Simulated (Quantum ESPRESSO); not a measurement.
# InNi2SbO6: which magnetic order is lowest, part 2 of 3

A self-consistent run ends on one state, which hangs on the start. Several orders of InNi2SbO6 are started in Quantum ESPRESSO and their energies compared.

Quantum ESPRESSO 7.5; LDA; plane waves with GBRV 1.5 LDA potentials, no spin-orbit coupling.

So far, absolute magnetization (μB): step 2 (start 1: ferro ++) 4.09.

## Step 3: Run 2, typed as antiferro +−

Contents of pw.in:

```
&CONTROL
  calculation = 'scf'
  prefix = 'pwscf'
  outdir = './tmp'
  pseudo_dir = './pseudo'
  disk_io = 'nowf'
/
&SYSTEM
  ibrav = 0
  nat = 10
  ntyp = 5
  ecutwfc = 40
  ecutrho = 280
  nbnd = 64
  occupations = 'smearing'
  smearing = 'fd'
  degauss = 0.00367493
  nspin = 2
  starting_magnetization(1) = 0
  starting_magnetization(2) = 0.1111
  starting_magnetization(3) = -0.1111
  starting_magnetization(4) = 0
  starting_magnetization(5) = 0
/
&ELECTRONS
  conv_thr = 2d-08
  electron_maxstep = 150
  mixing_beta = 0.3
/
ATOMIC_SPECIES
In    114.8180 in_lda_v1.4.uspp.F.UPF
Ni1    58.6934 ni_lda_v1.4.uspp.F.UPF
Ni2    58.6934 ni_lda_v1.4.uspp.F.UPF
Sb    121.7600 sb_lda_v1.4.uspp.F.UPF
O      15.9990 o_lda_v1.2.uspp.F.UPF
CELL_PARAMETERS angstrom
   2.6431540372    1.5260256949    4.7466677741
  -2.6431540372    1.5260256949    4.7466677741
   0.0000000000   -3.0520513898    4.7466677741
ATOMIC_POSITIONS crystal
In      0.2056830000    0.2056830000    0.2056830000
Ni1     0.9983680000    0.9983680000    0.9983680000
Ni2     0.4931743300    0.4931743300    0.4931743300
Sb      0.6959510000    0.6959510000    0.6959510000
O       0.7864580000    0.0838620000    0.4128670000
O       0.0838620000    0.4128670000    0.7864580000
O       0.4128670000    0.7864580000    0.0838620000
O       0.3021400000    0.8828500000    0.6150450000
O       0.8828500000    0.6150450000    0.3021400000
O       0.6150450000    0.3021400000    0.8828500000
K_POINTS automatic
6 6 6 0 0 0
```

Run with:

```
> OMP_NUM_THREADS=1 mpirun -n 4 pw.x -nk 4 -in pw.in > pw.out
```

Output:

```text
[banner, memory and clock lines left out]
Program PWSCF v.7.5 starts

     Message from routine setup:
     using ibrav=0 with symmetry is DISCOURAGED, use correct ibrav instead

     bravais-lattice index     =            0
     lattice parameter (alat)  =      10.6641  a.u.
     unit-cell volume          =     775.2129 (a.u.)^3
     number of atoms/cell      =           10
     number of atomic types    =            5
     number of electrons       =       100.00
     number of Kohn-Sham states=           64
     kinetic-energy cutoff     =      40.0000  Ry
     charge density cutoff     =     280.0000  Ry
     scf convergence threshold =      2.0E-08
     mixing beta               =       0.3000
     number of iterations used =            8  plain     mixing
     Exchange-correlation= SLA  PZ   NOGX NOGC
                           (   1   1   0   0   0   0   0)

     celldm(1)=  10.664130  celldm(2)=   0.000000  celldm(3)=   0.000000
     celldm(4)=   0.000000  celldm(5)=   0.000000  celldm(6)=   0.000000

     crystal axes: (cart. coord. in units of alat)
               a(1) = (   0.468377   0.270418   0.841128 )
               a(2) = (  -0.468377   0.270418   0.841128 )
               a(3) = (   0.000000  -0.540836   0.841128 )

     reciprocal axes: (cart. coord. in units 2 pi/alat)
               b(1) = (  1.067515  0.616330  0.396293 )
               b(2) = ( -1.067515  0.616330  0.396293 )
               b(3) = (  0.000000 -1.232660  0.396293 )

     PseudoPot. # 1 for In read from file:
     in_lda_v1.4.uspp.F.UPF
     Pseudo is Ultrasoft + core correction, Zval = 13.0

     PseudoPot. # 2 for Ni read from file:
     ni_lda_v1.4.uspp.F.UPF
     Pseudo is Ultrasoft + core correction, Zval = 18.0

     PseudoPot. # 3 for Ni read from file:
     ni_lda_v1.4.uspp.F.UPF
     Pseudo is Ultrasoft + core correction, Zval = 18.0

     PseudoPot. # 4 for Sb read from file:
     sb_lda_v1.4.uspp.F.UPF
     Pseudo is Ultrasoft + core correction, Zval = 15.0

     PseudoPot. # 5 for O  read from file:
     o_lda_v1.2.uspp.F.UPF
     Pseudo is Ultrasoft + core correction, Zval =  6.0

     atomic species   valence    mass     pseudopotential
     In               13.00   114.81800     In( 1.00)
     Ni1              18.00    58.69340     Ni( 1.00)
     Ni2              18.00    58.69340     Ni( 1.00)
     Sb               15.00   121.76000     Sb( 1.00)
     O                 6.00    15.99900     O ( 1.00)

     Starting magnetic structure
     atomic species   magnetization
     In              0.000
     Ni1             0.111
     Ni2            -0.111
     Sb              0.000
     O               0.000

      3 Sym. Ops. (no inversion) found

   Cartesian axes

     site n.     atom                  positions (alat units)
         1        In     tau(   1) = (  -0.0000000   0.0000000   0.5190174  )
         2        Ni1    tau(   2) = (  -0.0000000  -0.0000000   2.5192668  )
         3        Ni2    tau(   3) = (   0.0000000   0.0000000   1.2444687  )
         4        Sb     tau(   4) = (  -0.0000000   0.0000000   1.7561523  )
         5        O      tau(   5) = (   0.3290801   0.0120568   1.0793249  )
         6        O      tau(   6) = (  -0.1540985  -0.2910201   1.0793249  )
         7        O      tau(   7) = (  -0.1749816   0.2789633   1.0793249  )
         8        O      tau(   8) = (  -0.2719914  -0.0121958   1.5140604  )
         9        O      tau(   9) = (   0.1254338   0.2416494   1.5140604  )
        10        O      tau(  10) = (   0.1465576  -0.2294536   1.5140604  )

     number of k points=    40  Fermi-Dirac smearing, width (Ry)=  0.0037
                       cart. coord. in units 2pi/alat
        k(    1) = (   0.0000000   0.0000000   0.0000000), wk =   0.0046296
        k(    2) = (   0.0000000  -0.2054434   0.0660488), wk =   0.0277778
        k(    3) = (   0.0000000  -0.4108868   0.1320977), wk =   0.0277778
        k(    4) = (   0.0000000   0.6163302  -0.1981465), wk =   0.0138889
        k(    5) = (  -0.1779192  -0.1027217   0.1320977), wk =   0.0277778
        [... 35 further k-points ...]

     Dense  grid:    61349 G-vectors     FFT dimensions: (  60,  60,  60)

     Smooth grid:    26491 G-vectors     FFT dimensions: (  45,  45,  45)

     Check: negative core charge=   -0.000007
     Generating pointlists ...
     new r_m :   0.1555 (alat units)  1.6584 (a.u.) for type    1
     new r_m :   0.1500 (alat units)  1.5992 (a.u.) for type    2
     new r_m :   0.1520 (alat units)  1.6205 (a.u.) for type    3
     new r_m :   0.1465 (alat units)  1.5627 (a.u.) for type    4
     new r_m :   0.1465 (alat units)  1.5627 (a.u.) for type    5

     Initial potential from superposition of free atoms

     starting charge      93.5000, renormalised to     100.0000
     Starting wfcs are   68 randomized atomic wfcs

     Self-consistent Calculation

     iteration #  1     ecut=    40.00 Ry     beta= 0.30
     Davidson diagonalization with overlap
     ethr =  1.00E-02,  avg # of iterations =  4.1

     total energy              =   -1165.32673764 Ry
     estimated scf accuracy    <      87.81728078 Ry

     total magnetization       =    -0.13 Bohr mag/cell
     absolute magnetization    =     1.95 Bohr mag/cell

     iteration #  2     ecut=    40.00 Ry     beta= 0.30
     Davidson diagonalization with overlap
     ethr =  1.00E-02,  avg # of iterations =  3.0

     total energy              =   -1197.89700802 Ry
     estimated scf accuracy    <      50.65680613 Ry

     total magnetization       =     0.00 Bohr mag/cell
     absolute magnetization    =     0.25 Bohr mag/cell

     [... further iterations left out ...]

     iteration # 18     ecut=    40.00 Ry     beta= 0.30
     Davidson diagonalization with overlap
     ethr =  3.77E-10,  avg # of iterations =  2.0

     total energy              =   -1197.72875246 Ry
     estimated scf accuracy    <       0.00000008 Ry

     total magnetization       =    -0.00 Bohr mag/cell
     absolute magnetization    =     3.26 Bohr mag/cell

     iteration # 19     ecut=    40.00 Ry     beta= 0.30
     Davidson diagonalization with overlap
     ethr =  8.23E-11,  avg # of iterations =  2.0

     Magnetic moment per site  (integrated on atomic sphere of radius R)
     atom   1 (R=0.156)  charge=  9.2991  magn=  0.0015
     atom   2 (R=0.150)  charge= 15.5696  magn=  1.3504
     atom   3 (R=0.152)  charge= 15.6290  magn= -1.3683
     atom   4 (R=0.147)  charge= 10.1055  magn= -0.0012
     atom   5 (R=0.147)  charge=  5.4405  magn=  0.0097
     atom   6 (R=0.147)  charge=  5.4405  magn=  0.0097
     atom   7 (R=0.147)  charge=  5.4405  magn=  0.0097
     atom   8 (R=0.147)  charge=  5.4574  magn= -0.0055
     atom   9 (R=0.147)  charge=  5.4574  magn= -0.0055
     atom  10 (R=0.147)  charge=  5.4574  magn= -0.0055

     End of self-consistent calculation

     [... lines left out ...]
     the Fermi energy is    10.6793 ev

!    total energy              =   -1197.72875249 Ry
     estimated scf accuracy    <       0.00000001 Ry
     smearing contrib. (-TS)   =      -0.00021189 Ry
     internal energy E=F+TS    =   -1197.72854060 Ry

     The total energy is F=E-TS. E is the sum of the following terms:
     one-electron contribution =    -674.26269906 Ry
     hartree contribution      =     400.01386983 Ry
     xc contribution           =    -193.88802260 Ry
     ewald contribution        =    -729.59168876 Ry

     total magnetization       =    -0.00 Bohr mag/cell
     absolute magnetization    =     3.26 Bohr mag/cell

     convergence has been achieved in  19 iterations
```

Run time: 2.9 min. Hardware: 4 MPI ranks of Arm Neoverse V2, shared host; peak memory 0.93 GiB.

Spin moment in the atom's sphere by atom:

| atom | spin moment in the atom's sphere (μB) |
| --- | --- |
| In1 | 0.00 |
| Ni2 | 1.35 |
| Ni3 | -1.37 |
| Sb4 | 0.00 |
| O5 | 0.01 |
| O6 | 0.01 |
| O7 | 0.01 |
| O8 | -0.01 |
| O9 | -0.01 |
| O10 | -0.01 |

Read from the output:

```
smearing term TS       : 0.002883 eV
magnetization          : 0 μB
absolute magnetization : 3.262 μB
final state            : antiferromagnetic
```

## Step 4: The states side by side

An order is kept where moments of 0.15 μB or more survive with the typed signs; meshes match where a doubled cell samples the same k points as the first cell.

Orders:

| start | final state | typed order kept | energy over the lowest (meV a seeded atom) | largest site moment (μB) | net moment (μB a cell of the first run) | mesh matched | CPU time (s) |
| --- | --- | --- | --- | --- | --- | --- | --- |
| ferro ++ | ferromagnetic | yes | 71.38 | 1.533 | 3.988 | yes | 746 |
| antiferro +- | antiferromagnetic | yes | 0 | 1.368 | 9.31e-4 | yes | 689.8 |

## Step 5: The lowest state again, with its states saved

Edit pw.in of step 3 so:

```diff
@@ -5,3 +5,3 @@
   pseudo_dir = './pseudo'
-  disk_io = 'nowf'
+  disk_io = 'low'
 /
@@ -9,2 +9,3 @@
   ibrav = 0
+  celldm(1) = 8
   nat = 10
@@ -13,3 +14,3 @@
   ecutrho = 280
-  nbnd = 64
+  nbnd = 68
   occupations = 'smearing'
@@ -35,6 +36,6 @@
 O      15.9990 o_lda_v1.2.uspp.F.UPF
-CELL_PARAMETERS angstrom
-   2.6431540372    1.5260256949    4.7466677741
-  -2.6431540372    1.5260256949    4.7466677741
-   0.0000000000   -3.0520513898    4.7466677741
+CELL_PARAMETERS alat
+   0.6243546544384    0.3604713278128    1.1212377622045
+  -0.6243546544384    0.3604713278128    1.1212377622045
+   0.0000000000000   -0.7209426556257    1.1212377622045
 ATOMIC_POSITIONS crystal
```

Output:

```text
     [... lines left out ...]
Program PWSCF v.7.5 starts
     [... lines left out ...]
     number of atoms/cell      =           10
     [... lines left out ...]
     number of electrons       =       100.00
     number of Kohn-Sham states=           68
     kinetic-energy cutoff     =      40.0000  Ry
     charge density cutoff     =     280.0000  Ry
     scf convergence threshold =      2.0E-08
     [... lines left out ...]
      3 Sym. Ops. (no inversion) found
     [... lines left out ...]
     number of k points=    40  Fermi-Dirac smearing, width (Ry)=  0.0037
     [... lines left out ...]
     iteration # 19     ecut=    40.00 Ry     beta= 0.30
     [... lines left out ...]
     Magnetic moment per site  (integrated on atomic sphere of radius R)
     atom   1 (R=0.207)  charge=  9.2991  magn=  0.0015
     atom   2 (R=0.200)  charge= 15.5697  magn=  1.3504
     atom   3 (R=0.203)  charge= 15.6290  magn= -1.3683
     atom   4 (R=0.195)  charge= 10.1055  magn= -0.0012
     atom   5 (R=0.195)  charge=  5.4405  magn=  0.0097
     atom   6 (R=0.195)  charge=  5.4405  magn=  0.0097
     atom   7 (R=0.195)  charge=  5.4405  magn=  0.0097
     atom   8 (R=0.195)  charge=  5.4574  magn= -0.0055
     atom   9 (R=0.195)  charge=  5.4574  magn= -0.0055
     atom  10 (R=0.195)  charge=  5.4574  magn= -0.0055
     [... lines left out ...]
     the Fermi energy is    10.6792 ev
!    total energy              =   -1197.72875249 Ry
     estimated scf accuracy    <          2.8E-09 Ry
     smearing contrib. (-TS)   =      -0.00021187 Ry
     [... lines left out ...]
     total magnetization       =    -0.00 Bohr mag/cell
     absolute magnetization    =     3.26 Bohr mag/cell
     convergence has been achieved in  19 iterations
```

Elapsed: 3 min, on 4 MPI ranks; peak memory 0.95 GiB; 12 min of CPU time.

This step gave:

| Property | Result |
| --- | --- |
| smearing term TS | 0.002883 eV |
| magnetization | 0 μB |
| absolute magnetization | 3.263 μB |
| final state | antiferromagnetic |
| largest moment | 1.368 μB |

(Continued in part 3 of 3.)

[Logs and program files are shortened in this print: banners, set-up blocks, solver, clock and traceback lines can be left out without a mark of their own.]

[Logs are printed without paths, hosts, clocks, repeated set-up lines and the standing remarks that a program may print on its own settings, such as how far it seeks lower states.]

[Hosts, paths, dates, database ids (printed as entryN), source tags and the programs' standing remarks are cut or masked in the printed files.]

[Where a cell is said to come from a database of computed structures, the database is the Materials Project.]
